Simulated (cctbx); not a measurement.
# Be14Fe3Sn2N3 across an absorption edge

Space group R-3m (no. 166), a = 8.1370 Å, b = 8.1370 Å, c = 11.5740 Å, α = 90.00°, β = 90.00°, γ = 120.00°.

| atom | mult. | x | y | z | Ueq (Å²) |
| --- | --- | --- | --- | --- | --- |
| Sn1 | 6 | 1/3 | 2/3 | 0.0070 | 0.0118 |
| Fe1 | 9 | 5/6 | 1/6 | 1/6 | 0.0118 |
| N1 | 9 | 1/6 | 1/3 | 1/3 | 0.0174 |
| Be1 | 6 | 1/3 | 2/3 | 0.7633 | 0.0188 |
| Be2 | 18 | 0.1641 | 0.3283 | 0.1782 | 0.0235 |
| Be3 | 18 | 0.2874 | 0.2874 | 0 | 0.0254 |

The model is made up (kin elements in a known structure type, no relaxation), so it says nothing on whether the phase exists.

Calculated with cctbx: free-atom f′ and f″ from the Sasaki tables, no fine structure; amplitudes in electrons.

```
E (eV)  F 0 2 1  F 2 1 1  F 1 2 2  F 2 2 0
  6512    237.5     92.0    155.5    411.9
  6862    230.8     94.6    153.5    405.8
  6992    224.5     96.7    151.5    399.8
  7052    218.0     98.9    149.4    393.5
  7082    212.1    100.8    147.5    387.8
  7097    205.7    102.9    145.4    381.6
  7104    199.9    104.8    143.5    376.1
  7108    193.8    106.8    141.5    370.1
  7116    198.0    106.1    142.4    372.6
  7120    205.1    103.7    144.8    379.7
  7127    211.4    101.6    146.9    385.8
  7142    218.2     99.3    149.2    392.5
  7172    224.8     97.0    151.4    399.0
  7262    234.0     94.0    154.4    408.1
  7512    243.3     90.9    157.6    417.3
```

**Question.** Which edge is crossed, and why do the reflections move as they do?

The K edge of Fe. The edge is at 7112 eV. f′ of Fe falls from -3.8 e at 6992 eV to -7.3 e at 4 eV below it, and f″ steps from 0.47 to 3.94 e across it. Over that approach |F| changes by -14 % (0 2 1), +10 % (2 1 1), -7 % (1 2 2) and -7 % (2 2 0): a reflection falls where Fe scatters in phase with the total and rises where it scatters against it; it hardly moves where the Fe term is small or cancels by symmetry. Above the edge the larger f″ enters the imaginary part, where it can add to or cancel the other atoms' f″. The structure is centrosymmetric, so Friedel mates stay equal.

[Logs are printed without paths, hosts, clocks, repeated set-up lines and the standing remarks that a program may print on its own settings, such as how far it seeks lower states.]
